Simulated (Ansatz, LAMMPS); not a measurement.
# Compressing and expanding a frame of amorphous polyfuran with H2O (capped chains of 6 units) from 500 K (168 atoms), part 3 of 3

Aim: relax a frame of amorphous polyfuran with H2O (capped chains of 6 units) from 500 K (168 atoms), then change its volume to read the bulk modulus from the stress.

Ansatz 0.2.0; Kohn-Sham DFT, RPBE+D4, PAW (set soft_2), plane waves.

The cell: 78 C, 24 O and 66 H. The network of contacts between molecules at the start is that of the classical potential that made the cell. Sampling is at Γ alone.

So far. Step 7 (Volume -6 %): The relaxation was stopped at its limit after 9 steps, 2.72 eV below its start, with a largest force component of 0.14 eV/Å. Step 7 (Volume -6 %): Volume -6 %: the energy stands 0.0444 eV above that of the reference.

### Step 8. Volume +6 %

The relaxed cell is scaled to another volume.

The input, input.yaml:

```yaml
crystal:
  lattice:
    - [12.44447, 0.15204, -0.04914]
    - [0.15204, 12.71233, 0.10979]
    - [-0.04914, 0.10979, 12.93699]
  atoms:
    [... the 168 atom lines of step 4 ...]
kpoints:
  mp_grid: { grid: [1, 1, 1] }
hamiltonian:
  xc: rpbe
  dispersion: d4
scf:
  occupations: { method: gaussian, width: 0.05 }
output:
  forces: true
  eigenvalues: true
  stress: true
relax:
  f_tol: 0.05
  max_steps: 70
```

Started as:

```
> ansatz run input.yaml --threads 4 --pin off --max-ram 8192MiB --backend cpu --events-out ev --progress --plain --runs-dir out
```

Numbers of over 12 decimals in the logs are rounded to 6 here.

The log of the run:

```text
Warning: output.stress: scf.convergence.dr2_threshold = 1e-7 eV (the SCF's general default) is looser than the 1.08e-8 eV advised for a printed stress (1e-10 eV for each atom of the cell: 168, of which 108 are counted). What an SCF threshold leaves in a stress goes as its square root, and in the free energy as the threshold itself, and one threshold admits the most on a small cell: [...]
[...]
Pseudopotentials: kind: paw
Pseudopotential: C, paw, valence charge 4, recommended cutoff 420 eV (normal), C.paw.azcp
Pseudopotential: O, paw, valence charge 6, recommended cutoff 420 eV (normal), O.paw.azcp
Pseudopotential: H, paw, valence charge 1, recommended cutoff 420 eV (normal), H.paw.azcp
[... 5 lines on functional and potentials left out ...]
Crystal: 168 atoms, lattice volume = 2046.127 Å³
Basis set: ecut = 420 eV, 39961 PW (Γ), exchange–correlation on 180×180×180 points (8 copies of the dense FFT grid, shifted against one another)
Bands: 429, of which v1, the nominal top of the filled ones, is band 261 counted from 1 (260 counted from 0)
Symmetry: 1 space group operations
Space group: P1 (ITA 1), of the structure as read, at distance tolerance 1.3e-4 Å
k-points: 1
[... 9 lines on functional and potentials left out ...]
Initial density: superposition of atomic densities (neutral atoms: chi_scale 0, normalization atom), corrected by the library's trained network
Initial wavefunctions: pseudopotential atomic-orbital guess
[...]
SCF iter   1: F=—  HF=-34397.850944 eV  |F-HF|=—  |Δ(HF+E_count)|=         —  Δρ=9.26e-3  dr2=1.70e0  ethr=1.77e-3  ⟨swp⟩=6.0  Hψ=1934  notcnv=0  defer=45
preconditioner: auto → Resta (q_TF=auto, 2.173 Å⁻¹)  ε∞=2.6  [insulator: Δε(μ)=1.508 eV  Ē_g=14.535 eV  σ=0.050 eV  W_gap=1.00  n_scr=360 (ndim 8)  ℏωp=18.1 eV  f_vac=0.252  D(μ)=0.00/eV (n_scr^D=0)  ε∞_Penn≈2.6]
[...]
SCF iter   7: F=—  HF=-34397.507344 eV  |F-HF|=—  |Δ(HF+E_count)|=   1.90e-4  Δρ=4.27e-5  dr2=4.04e-5  ethr=3.26e-8  ⟨swp⟩=2.0  Hψ=528  notcnv=0  defer=162
SCF iter   8: F=-34397.507310 eV  HF=-34397.507315 eV  |F-HF|=4.40e-6  |Δ(HF+E_count)|=   2.91e-5  Δρ=1.32e-5  dr2=3.94e-6  ethr=7.74e-9  ⟨swp⟩=15.0  Hψ=2845  notcnv=0
SCF 1 converged in 8 iterations: F = -34397.507310 eV  dr2 = 3.94e-6
[...]
relax step   1: F+E_penalty+E_count = -34397.50731038 eV  Δ(F+E_penalty+E_count) = +0.000e0 eV  max|allowed force component| = 1.016e0 eV/Å  Δτ_max = 0.0000 Å  (8 SCF iters, dr2 threshold 6.25e-5 eV, accepted)
[...]
relax step   2: F+E_penalty+E_count = -34399.48357143 eV  Δ(F+E_penalty+E_count) = -1.976e0 eV  max|allowed force component| = 5.497e-1 eV/Å  Δτ_max = 0.1229 Å  (7 SCF iters, dr2 threshold 6.46e-5 eV, accepted)
[...]
relax step   5: F+E_penalty+E_count = -34399.73474921 eV  Δ(F+E_penalty+E_count) = -1.062e-1 eV  max|allowed force component| = 3.924e-1 eV/Å  Δτ_max = 0.0969 Å  (10 SCF iters, accepted)
[...]
relax step  10: F+E_penalty+E_count = -34399.75277532 eV  Δ(F+E_penalty+E_count) = +5.808e-3 eV  max|allowed force component| = 2.719e-1 eV/Å  Δτ_max = 0.0630 Å  (9 SCF iters, rejected (line search))
Step cancelled. What follows is not a result of the run: it is the report of the last solve that finished, which converged after 9 SCF iterations.
Free energy (F): -34399.752775 eV
Harris-Foulkes:  -34399.752775 eV  (|F-HF|=8.02e-9)
Internal energy: -34399.752775 eV  (E = F + TS)
E sigma→0 (E₀):  -34399.752775 eV
Fermi energy:    1.961427 eV
--- Per-component energies (eV) ---
[...]
Σ components = -34399.752775   (vs F -34399.752775, Δ=0.00e0)
--- Forces (eV/Å), atoms counted from 1 ---
  atom   1  C      0.00565983     0.03746098     0.06164477
  atom   2  C      0.07863367    -0.27189350    -0.08402775
  atom   3  C     -0.01440832     0.11277844    -0.04396478
  atom   4  C      0.01956463    -0.01741170     0.15362293
[...]
atom 168  H      0.00125288     0.00100408    -0.00035350
  max |Σ_I F_I| component: 5.92e-5 eV/Å
--- Stress (GPa, compression-positive) ---
       -0.328580       0.007402       0.005035
        0.007401      -0.286712       0.038080
        0.005034       0.038079      -0.264055
  P = ⅓ Tr σ = -0.2931 GPa (-2.931 kbar)
--- Band table (eV) ---
  k-point 0: bands = ["-23.0964", "-22.9035", "-22.8821", "-22.7851", [... 413 levels ...], "10.5391", "10.5474", "10.5858", "10.6461", "10.6718", "10.6905", "10.7174", "10.7855", "10.8220", "10.8411", "10.8943", "10.9182"]
End of that report.
Error: SIGTERM received: cancelled by the caller after 10 completed ionic steps
```

Wall time 4.4 min (4 threads of Intel Xeon Platinum 8259CL at 2.50GHz (Skylake/Cascade Lake), shared host); peak memory 2.8 GiB.

The relaxation was stopped at its limit after 9 steps, 2.25 eV below its start, with a largest force component of 0.088 eV/Å.

Volume +6 %: the energy stands 0.166 eV above that of the reference.

### Step 9. Pressure against volume

Atoms are relaxed at each volume, in the scaled cell.

| volume change (%) | volume (Å³/atom) | energy change (meV/atom) | pressure (GPa) | largest move on relaxing (Å) | bonds | gap (eV) |
| --- | --- | --- | --- | --- | --- | --- |
| -3 | 11.145 | -0.05 | 0.06 | 0.14 | 177 | 1.37 |
| +0 | 11.490 | 0.00 | -0.10 | - | 177 | 1.38 |
| +3 | 11.835 | 0.36 | -0.23 | 0.14 | 177 | 1.40 |

### Step 10. Findings

The bulk modulus, from the slope of pressure against ln V over the three points nearest the relaxed volume, is 4.79 GPa. The gap goes from 1.37 eV at the smallest volume to 1.40 eV at the largest, +0.5 eV per unit of ln V by a straight line, on the run's k-points.

**Limits.** Strains are finite and relaxations stop at the force tolerance of the input, which can leave moduli too stiff; they are those of a static cell at zero temperature. Volumes are changed with the cell's shape held, so in an anisotropic solid the modulus lies over the one under free hydrostatic load. The first relaxation stopped at its limit, so the strained cells go on relaxing towards a minimum that it hadn't reached. The program notes that the SCF threshold of the relaxations is loose for the stress.

The DFT runs together took 43 min of wall time.

[Logs are printed without paths, hosts, clocks, repeated set-up lines and the standing remarks that a program may print on its own settings, such as how far it seeks lower states.]

[Hosts, paths, dates, database ids (printed as entryN), source tags and the programs' standing remarks are cut or masked in the printed files.]
